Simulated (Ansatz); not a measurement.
## Quasiparticle gap of BaSr2Ti3O9 (perovskite [001] superlattice) (P4mm)

Aim: the quasiparticle gap of BaSr2Ti3O9 (perovskite [001] superlattice) (P4mm), starting from PBEsol.

Method: PBEsol, then G0W0 on it, plane waves, PAW, in Ansatz 0.2.0.

This is a report of a sequence of runs, with most program output left out.

The structure was built from a prototype and need not be the compound's stable phase.

**1. The starting structure**

Symmetry: P4mm, No. 99, tetragonal system. The conventional cell has a = 3.952 Å, b = 3.952 Å, c = 11.764 Å, α = 90.00°, β = 90.00°, γ = 90.00°. Sr has 12 O at 2.76 to 2.83 Å nearest. Nearest to O lie 2 Ti at 1.93 to 2.02 Å and 4 Sr at 2.79 Å. Nearest to Ti lie 6 O at 1.93 to 1.98 Å. Nearest to O lie 2 Ti at 1.98 Å and 4 Sr at 2.76 Å. Sr has 12 O at 2.76 to 2.79 Å nearest. Nearest to O lie 2 Ti at 1.93 Å and 4 Sr at 2.79 Å. It derives from SrTiO3. Farther neighbours and most contacts between anions are not listed.

The start is a generated structure, not a measured one. Spin-orbit coupling is left out unless a step names it.

The logs state that the PAW files were generated under PBE.

**2. Relaxation**

The structure is relaxed first.

This step: DFT, PBEsol, plane waves, PAW; PAW set soft_1.

Contents of input.yaml:

```yaml
crystal:
  lattice:
    - [3.9525, 0.0, 0.0]
    - [0.0, 3.9525, 0.0]
    - [0.0, 0.0, 11.7642125237]
  atoms:
    - { symbol: Sr, position: [0.0, 0.0, 0.0860251129] }
    - { symbol: O, position: [0.5, 0.5, 0.0860251129] }
    - { symbol: Ti, position: [0.5, 0.5, 0.25] }
    - { symbol: O, position: [0.5, 0.0, 0.25] }
    - { symbol: O, position: [0.0, 0.5, 0.25] }
    - { symbol: Sr, position: [0.0, 0.0, 0.4139748871] }
    - { symbol: O, position: [0.5, 0.5, 0.4139748871] }
    - { symbol: Ti, position: [0.5, 0.5, 0.5779497742] }
    - { symbol: O, position: [0.5, 0.0, 0.5779497742] }
    - { symbol: O, position: [0.0, 0.5, 0.5779497742] }
    - { symbol: Ba, position: [0.0, 0.0, 0.7419246614] }
    - { symbol: O, position: [0.5, 0.5, 0.7419246614] }
    - { symbol: Ti, position: [0.5, 0.5, 0.9139748871] }
    - { symbol: O, position: [0.5, 0.0, 0.9139748871] }
    - { symbol: O, position: [0.0, 0.5, 0.9139748871] }
kpoints:
  mp_grid: { grid: [6, 6, 2] }
hamiltonian:
  xc: pbesol
  pseudopotentials: { kind: paw, azcp: { folder: soft_1 }, xc_functional: pbe }
scf:
  occupations: { method: fermi_dirac, width: 0.02 }
relax:
  f_tol: 0.015
  max_steps: 100
  cell: {}
```

Started as:

```
ansatz run input.yaml --threads 3 --pin off --max-ram 92160MiB --backend cuda --events-out ev --progress --plain --runs-dir out --devices 1 --max-vram 13GiB
```

Run time: 69 s. Hardware: 1 × NVIDIA H100 80GB HBM3 (shared by 6 runs) with 3 threads of AMD EPYC 7R13 (Zen 3), shared host; peak memory 1 GiB; 2.2 min of CPU time.

Step by step (22 of 26):

```
step  energy less that of the first step (eV)  largest force component (eV/Å)  pressure (GPa)  volume (Å³)
   1                                   0.0000                          1.0225           -2.89       183.78
   2                                  -0.0654                          1.1907            0.05       180.55
   3                                  -0.1509                          0.3056            0.64       179.87
   5                                  -0.1571                          0.0475            0.02       180.50
   6                                  -0.1571                          0.0391           -0.03       180.53
   7                                  -0.1573                          0.0062            0.00       180.51
   8                                  -0.1573                          0.0058            0.00       180.51
   9                                  -0.1573                          0.0065            0.01       180.50
  11                                  -0.1573                          0.0079            0.00       180.50
  12                                  -0.1573                          0.0089            0.00       180.51
  13                                  -0.1573                          0.0106            0.00       180.51
  14                                  -0.1576                          0.0166            0.01       180.51
  15                                  -0.1589                          0.0262            0.03       180.54
  16                                  -0.1630                          0.0381            0.16       180.64
  18                                  -0.1603                          0.1478           -0.81       181.78
  19                                  -0.1642                          0.0938           -0.19       181.11
  20                                  -0.1658                          0.0553            0.04       181.21
  21                                  -0.1659                          0.0285           -0.01       181.25
  22                                  -0.1659                          0.0180            0.00       181.25
 24*                                  -0.1609                          0.0031           -0.05       181.24
  25                                  -0.1610                          0.0024            0.00       181.20
 26*                                  -0.1608                          0.0024            0.00       181.20
```

Relaxation steps marked * repeat the geometry before them on a plane-wave basis chosen anew for their cell, so energy and pressure can jump there. Other such steps can lie between the rows shown. Relaxation step 17 was tried and not accepted.

The run keeps the 8 symmetry operations that it works with, so distortions that break them were not tested.

```
conventional cell, symmetrised  before   after  change
                         a (Å)   3.952   3.912  -1.0 %
                         b (Å)   3.952   3.912  -1.0 %
                         c (Å)  11.764  11.838  +0.6 %
              volume (Å³/atom)   12.25   12.08  -1.4 %
```

The atoms that moved most (Å, as changes of fractional coordinates times the final cell):

```
atom     dx     dy      dz  length
Ti13  0.000  0.000   0.121   0.121
Ba11  0.000  0.000   0.093   0.093
  O9  0.000  0.000  -0.076   0.076
 O10  0.000  0.000  -0.076   0.076
  O2  0.000  0.000  -0.070   0.070
  O4  0.000  0.000  -0.069   0.069
  O5  0.000  0.000  -0.069   0.069
  O7  0.000  0.000  -0.053   0.053
```

The program's warnings for this run: band table not solved further.

**3. Bands along the symmetry lines**

Levels along a band path and on the mesh show where this functional puts the band edges.

Contents of input.yaml:

```yaml
crystal:
  lattice:
    - [3.9123432176, 0.0, 0.0]
    - [0.0, 3.9123432176, 0.0]
    - [0.0, 0.0, 11.8381029905]
  atoms:
    - { symbol: Sr, position: [0.0, 0.0, 0.0869191166] }
    - { symbol: O, position: [0.5, 0.5, 0.0801360104] }
    - { symbol: Ti, position: [0.5, 0.5, 0.2527204528] }
    - { symbol: O, position: [0.5, 0.0, 0.244166961] }
    - { symbol: O, position: [0.0, 0.5, 0.244166961] }
    - { symbol: Sr, position: [0.0, 0.0, 0.4160386449] }
    - { symbol: O, position: [0.5, 0.5, 0.4094797844] }
    - { symbol: Ti, position: [0.5, 0.5, 0.5819432431] }
    - { symbol: O, position: [0.5, 0.0, 0.5715622087] }
    - { symbol: O, position: [0.0, 0.5, 0.5715622087] }
    - { symbol: Ba, position: [0.0, 0.0, 0.74974787] }
    - { symbol: O, position: [0.5, 0.5, 0.7421089578] }
    - { symbol: Ti, position: [0.5, 0.5, 0.9241821691] }
    - { symbol: O, position: [0.5, 0.0, 0.9174443591] }
    - { symbol: O, position: [0.0, 0.5, 0.9174443591] }
kpoints:
  mp_grid: { grid: [6, 6, 2] }
  band_path:
    path:
      - [[0.0, 0.0, 0.0], [0.0, 0.5, 0.0], [0.5, 0.5, 0.0], [0.0, 0.0, 0.0], [0.0, 0.0, 0.5], [0.0, 0.5, 0.5], [0.5, 0.5, 0.5], [0.0, 0.0, 0.5]]
      - [[0.0, 0.5, 0.0], [0.0, 0.5, 0.5]]
      - [[0.5, 0.5, 0.0], [0.5, 0.5, 0.5]]
    npoints: 10
hamiltonian:
  xc: pbesol
  pseudopotentials: { kind: paw, azcp: { folder: soft_1 }, xc_functional: pbe }
scf:
  occupations: { method: fermi_dirac, width: 0.02 }
  n_extra_bands: 9
output:
  eigenvalues: true
  forces: true
  stress: true
  write_density: true
  write_potential: true
  elf: true
  volumetric_format: npy
```

Elapsed: 9.9 s, on 1 × NVIDIA H100 80GB HBM3 (shared by 6 runs) with 3 threads; peak memory 1.1 GiB; 14 s of CPU time.

This step gave:

```yaml
pressure: 8.53e-4 GPa
filled_bands: 60
gap: 1.856 eV
valence_top_at: A
conduction_bottom_at: Γ
least_direct_gap: 2.257 eV
```

Over mesh and path the gap is 1.856 eV, from k = (0.500, 0.500, 0.500) to k = Γ. The least direct gap found is 2.257 eV, at k = Γ.

The electronic bands at the labelled points (eV, zero at the top of the highest nominally filled band):

```
    point  band 57  band 58  band 59  band 60  band 61  band 62  band 63  band 64
        Γ    -0.64    -0.43    -0.40    -0.40     1.86     1.95     2.00     2.06
  halfway    -0.75    -0.71    -0.71    -0.62     2.13     2.91     2.93     2.95
        X    -0.94    -0.83    -0.46    -0.32     2.20     3.37     3.52     3.77
  halfway    -0.68    -0.61    -0.42    -0.31     2.98     3.73     3.81     3.82
        M    -0.35    -0.08    -0.04    -0.01     3.83     3.83     4.23     4.23
  halfway    -0.83    -0.71    -0.62    -0.60     2.85     3.05     3.30     3.43
        Γ    -0.64    -0.43    -0.40    -0.40     1.86     1.95     2.00     2.06
  halfway    -0.58    -0.58    -0.43    -0.43     1.87     1.93     2.02     2.20
        Z    -0.52    -0.52    -0.47    -0.47     1.89     1.90     2.03     2.54
  halfway    -0.93    -0.89    -0.81    -0.68     2.57     2.60     2.93     2.96
        R    -1.18    -1.16    -1.00    -0.16     2.63     2.67     3.77     3.80
  halfway    -0.65    -0.62    -0.62    -0.12     3.22     3.25     3.88     3.91
        A    -0.09    -0.07    -0.06     0.00     3.94     3.94     3.97     3.97
  halfway    -0.82    -0.73    -0.71    -0.58     3.08     3.12     3.20     3.21
        Z    -0.52    -0.52    -0.47    -0.47     1.89     1.90     2.03     2.54
jump to X    -0.94    -0.83    -0.46    -0.32     2.20     3.37     3.52     3.77
  halfway    -1.01    -0.97    -0.69    -0.21     2.33     3.05     3.73     3.77
        R    -1.18    -1.16    -1.00    -0.16     2.63     2.67     3.77     3.80
jump to M    -0.35    -0.08    -0.04    -0.01     3.83     3.83     4.23     4.23
  halfway    -0.17    -0.08    -0.05     0.00     3.86     3.86     4.10     4.10
        A    -0.09    -0.07    -0.06     0.00     3.94     3.94     3.97     3.97
```

ELF in the ca plane at fractional y = 0.000, with atoms of Sr and O and Ba within 0.2 Å of it. It is the smooth field of the valence electrons, not physical close to the nuclei.

Ten even steps from '0' (0.02) to '9' (0.86), each cell a mean:
```
895489200018955981000597117940001
389994012104999940120179999711210
025630378620365214775126886126773
300003898972000048999610110279898
500016974884000179658820000497479
400005987883000169779710000388789
101201699851021027998303552148996
169972145311699611452149998413541
698897100007988960000399559930000
893189300029822892000696005950001
```
Columns run along c (11.8 Å), rows up along a (3.9 Å). Atoms in or near the plane, at fractional coordinates: Sr at (0.09, 0.00), O at (0.24, 0.50), Sr at (0.42, 0.00), O at (0.57, 0.50), Ba at (0.75, 0.00), O at (0.92, 0.50).

Valence density in the ca plane at fractional y = 0.000, with atoms of Sr and O and Ba within 0.2 Å of it. It is the smooth field of the valence electrons, not physical close to the nuclei.

Values in e/Å³, 6 rows by 16 columns, each cell a mean:
```
1.1 2.3 1.2 0.1 0.1 0.6 2.2 1.7 0.2 0.1 0.4 1.1 1.1 0.6 0.1 0.1
0.2 0.5 0.3 0.5 0.5 0.2 0.5 0.3 0.4 0.6 0.2 0.5 0.6 0.3 0.6 0.4
0.1 0.1 0.2 3.4 3.8 0.3 0.1 0.1 2.1 4.9 0.6 0.1 0.1 0.5 4.5 2.6
0.1 0.1 0.2 2.3 2.6 0.2 0.1 0.1 1.5 3.3 0.5 0.1 0.1 0.4 3.0 1.8
0.4 1.0 0.4 0.2 0.2 0.3 1.0 0.7 0.2 0.3 0.2 0.8 0.9 0.3 0.3 0.2
1.4 2.2 1.5 0.1 0.1 0.8 2.2 2.0 0.2 0.1 0.4 1.1 1.0 0.7 0.1 0.1
```
Columns run along c (11.8 Å), rows up along a (3.9 Å). Atoms in or near the plane, at fractional coordinates: Sr at (0.09, 0.00), O at (0.24, 0.50), Sr at (0.42, 0.00), O at (0.57, 0.50), Ba at (0.75, 0.00), O at (0.92, 0.50).

**4. G0W0 on the 6×6×2 mesh**

G0W0 replaces the xc potential by a self-energy built once from the orbitals of the start. Levels are corrected in the window of bands that the input names, at points of the mesh.

This step: G0W0 on PBEsol, plane waves, PAW; PAW set soft_1.

input.yaml, the sections that differ from step 3:

```yaml
kpoints:
  mp_grid: { grid: [6, 6, 2] }
scf:
  occupations: { method: fixed }
gw:
  n_empty_bands: 609
  ecut_chi: 130.0
  qp_bands: [v4, c4]
  qp_kpoints: band_edges
  screening: { model: contour_deformation }
# crystal, hamiltonian: as in step 3
# output: removed
```

Elapsed: 3.5 min, on 1 × NVIDIA H100 80GB HBM3 (shared by 6 runs) with 3 threads; peak memory 3.5 GiB.

This step gave:

* bands summed: 669
* RPA ε∞ on this mesh (eigenvalues): 5.782, 6.125, 6.125
* plane waves in the screening matrix: 619
* q-points in the mesh: 72
* G0W0 gap over the corrected points: 3.530 eV
* k of the valence top: -0.5, -0.5, -0.5
* k of the conduction bottom: 0, 0, 0
* starting gap on the mesh: 1.856 eV
* Z at the valence top: 0.7225
* Z at the conduction bottom: 0.7445
* least direct G0W0 gap over the corrected points: 3.899 eV

Over 17 of 20 irreducible mesh points the G0W0 gap is 3.530 eV, from k = (-0.500, -0.500, -0.500) to k = Γ. The PBEsol gap of this run on the mesh is 1.856 eV. The two states that bound the G0W0 gap lie that far apart at the start, so the correction of the gap is 3.530 − 1.856 = +1.674 eV.

Labels follow the order of the start: v1 is the top filled band, c1 the lowest empty one; levels that stay degenerate share a row, the window can cut a multiplet, doubted levels are not marked in this list, bands outside the window were not corrected, and the list may be a part of the corrected levels. Levels before and after the correction, in eV, zero at the valence-band top of each column:

```
           conduction bottom  valence top
Kohn-Sham               1.86         0.00
     G0W0               3.53         0.00
```

```
                            level  occupation  energy (eV)
Kohn-Sham                    Γ v3           2       -0.426
Kohn-Sham                 Γ v2-v1           2       -0.401
Kohn-Sham                    Γ c1           0        1.856
Kohn-Sham                    Γ c2           0        1.952
Kohn-Sham                    Γ c3           0        2.004
Kohn-Sham     (-0.5 -0.5 -0.5) v3           2       -0.072
Kohn-Sham     (-0.5 -0.5 -0.5) v2           2       -0.057
Kohn-Sham     (-0.5 -0.5 -0.5) v1           2        0.000
Kohn-Sham  (-0.5 -0.5 -0.5) c1-c2           0        3.944
Kohn-Sham     (-0.5 -0.5 -0.5) c3           0        3.969
     G0W0                    Γ v3           2       -0.408
     G0W0                 Γ v2-v1           2       -0.369
     G0W0                    Γ c1           0        3.530
     G0W0                    Γ c2           0        3.651
     G0W0                    Γ c3           0        3.714
     G0W0     (-0.5 -0.5 -0.5) v3           2       -0.072
     G0W0     (-0.5 -0.5 -0.5) v2           2       -0.053
     G0W0     (-0.5 -0.5 -0.5) v1           2        0.000
     G0W0  (-0.5 -0.5 -0.5) c1-c2           0        5.641
     G0W0     (-0.5 -0.5 -0.5) c3           0        5.678
```

The parts of the quasiparticle energy for the two states that bound the G0W0 gap, in eV on the run's own scale (QP = start + Σx + Σc − Vxc, with Σc at the quasiparticle energy):

```
             edge                         k  band   start       Σx      Σc      Vxc      Z      QP
      valence top  (-0.500, -0.500, -0.500)    60  10.127  −25.939   4.703  −20.856  0.723   9.746
conduction bottom                         Γ    61  11.983  −12.606  −6.390  −20.289  0.745  13.276
```

**5. Spin-orbit coupling in PBEsol**

This run has two-component orbitals with spin-orbit coupling.

This step: DFT, PBEsol with spin-orbit coupling, plane waves, PAW; PAW set soft_1.

input.yaml, as its differences from that of step 4:

```diff
@@ -23,12 +23,23 @@
   mp_grid: { grid: [6, 6, 2] }
+  band_path:
+    path:
+      - [0.0, 0.0, 0.0]
+      - [0.0, 0.5, 0.0]
+      - [0.5, 0.5, 0.0]
+      - [0.0, 0.0, 0.5]
+      - [0.0, 0.5, 0.5]
+      - [0.5, 0.5, 0.5]
+    npoints: 1
 hamiltonian:
   xc: pbesol
-  pseudopotentials: { kind: paw, azcp: { folder: soft_1 }, xc_functional: pbe }
+  pseudopotentials: { kind: paw_fr, azcp: { folder: soft_1 }, xc_functional: pbe }
 scf:
   occupations: { method: fixed }
-gw:
-  n_empty_bands: 609
-  ecut_chi: 130.0
-  qp_bands: [v4, c4]
-  qp_kpoints: band_edges
-  screening: { model: contour_deformation }
+  n_extra_bands: 18
+magnetization:
+  noncollinear: true
+  spin_orbit: true
+output:
+  eigenvalues: true
+  forces: true
+  stress: true
```

The job ended after 10 s (1 × NVIDIA H100 80GB HBM3 (shared by 6 runs) with 3 threads; peak memory 1.2 GiB).

Numbers from this step:

```
pressure             : 0.001541 GPa
gap                  : 1.855 eV
valence top at       : A
conduction bottom at : Γ
least direct gap     : 2.224 eV
```

Over mesh and listed points the gap is 1.855 eV, from k = (0.500, 0.500, 0.500) to k = Γ. The least direct gap found is 2.224 eV, at k = Γ. PBEsol+SOC against PBEsol: 1.855 − 1.856 = −0.001 eV, with the same mesh, set of files (read in its fully relativistic form for the spin-orbit run) and cutoff, and both edges at the same k points. The spin-orbit run sees mesh and listed points alone, so its gap is an upper bound: the coupling can move an edge off these points, the more so as this crystal has no centre of inversion, and the change over the zone, its sign included where it is small, is not known.

**6. Side by side**

Each gap is the least one over the points named; times are wall times on shared hosts, not benchmarks. A G0W0 time includes the run's own self-consistent start. Runs with listed points see these and the mesh alone, so an edge that moves elsewhere is missed. Rows marked * are further runs, not shown as steps, whose inputs differ from the G0W0 step on the same start in the columns given; solver thresholds can differ too. Symmetry makes (0.500, 0.500, 0.500) and (-0.500, -0.500, -0.500) one point.

```
       level   mesh       files, cutoff  bands summed, screening                            points  gap (eV)               valence top  conduction bottom  least direct gap (eV)     time
      PBEsol  6×6×2  soft_1 PAW, 420 eV                        -                     mesh and path     1.856     (0.500, 0.500, 0.500)                  Γ                  2.257    9.9 s
  PBEsol+SOC  6×6×2  soft_1 PAW, 420 eV                        -            mesh and listed points     1.855     (0.500, 0.500, 0.500)                  Γ                  2.224     10 s
G0W0@PBEsol*  6×6×2  soft_1 PAW, 420 eV               214, 52 eV  17 of 20 irreducible mesh points     3.737  (-0.500, -0.500, -0.500)                  Γ                  4.067     55 s
 G0W0@PBEsol  6×6×2  soft_1 PAW, 420 eV              669, 130 eV  17 of 20 irreducible mesh points     3.530  (-0.500, -0.500, -0.500)                  Γ                  3.899  3.5 min
```

**7. What came out**

```json
{"PBEsol gap over mesh and path": "1.856 eV, from k = (0.500, 0.500, 0.500) to k = Γ", "G0W0@PBEsol gap over 17 of 20 irreducible mesh points": "3.530 eV, from k = (-0.500, -0.500, -0.500) to k = Γ", "PBEsol+SOC gap over mesh and listed points": "1.855 eV", "GW settings": "6×6×2 mesh, 609 empty bands, screening to 130 eV, PAW set soft_1 files", "known limits": "finite bands, screening cutoff and k mesh; no spin-orbit coupling in G0W0"}
```

Over 17 of 20 irreducible mesh points the G0W0 gap is 3.530 eV, from k = (-0.500, -0.500, -0.500) to k = Γ. The PBEsol gap of this run on the mesh is 1.856 eV. The two states that bound the G0W0 gap lie that far apart at the start, so the correction of the gap is 3.530 − 1.856 = +1.674 eV. The valence state moves by 9.746 − 10.127 = −0.381 eV and the conduction state by 13.276 − 11.983 = +1.293 eV, on the run's own scale; with 214 bands the edge states move by −0.022 and +1.859 eV, so the split between the edges depends on the bands and cutoff. Both edges that PBEsol shows over mesh and path lie at k points where levels were corrected. Levels at other points were not corrected, so a lower G0W0 gap elsewhere in the zone is not ruled out. From 214 bands and 52 eV to 669 bands and 130 eV the gap moves by 3.530 − 3.737 = −0.207 eV; bands and screening cutoff rise together, so their parts are not told apart. Two runs can't test a law of convergence, so the limit is not known. PBEsol+SOC against PBEsol: 1.855 − 1.856 = −0.001 eV, with the same mesh, set of files (read in its fully relativistic form for the spin-orbit run) and cutoff, and both edges at the same k points. The spin-orbit run sees mesh and listed points alone, so its gap is an upper bound: the coupling can move an edge off these points, the more so as this crystal has no centre of inversion, and the change over the zone, its sign included where it is small, is not known. What spin-orbit coupling does to the G0W0 levels was not computed, so no sum with the G0W0 gap is formed. The G0W0 runs are scalar-relativistic. No pair of G0W0 runs that differ in the mesh alone is shown (6×6×2 is a supercell whose nearest images lie 23 Å apart), so the error from the mesh is not known here. G0W0 is shown with one set of atomic data (soft_1 PAW), so the error from the files is not known here.

[Paths, hosts, dates, memory and timing lines, banners, echoed tables and standing remarks are left out of the program output.]

[Logs are printed without paths, hosts, clocks, repeated set-up lines and the standing remarks that a program may print on its own settings, such as how far it seeks lower states.]

[Runs of the session that timed out or met a known fault of the program may be left out.]

[Cells called generated may have been cut or substituted from an entry of the Crystallography Open Database or the Materials Project.]

[Hosts, paths, dates, database ids (printed as entryN), source tags and the programs' standing remarks are cut or masked in the printed files.]

[Where an RPA ε∞ is given, it is that of the G0W0 mesh and is not shown converged in it. Names of k-points follow the symmetry that the program found, which can be lower than the space group named. Band edges on a path are those of the sampled points; other points can move an edge, and change direct to indirect where valleys lie close.]

[Hybrid gaps are those of their k-mesh and are not shown converged in it.]
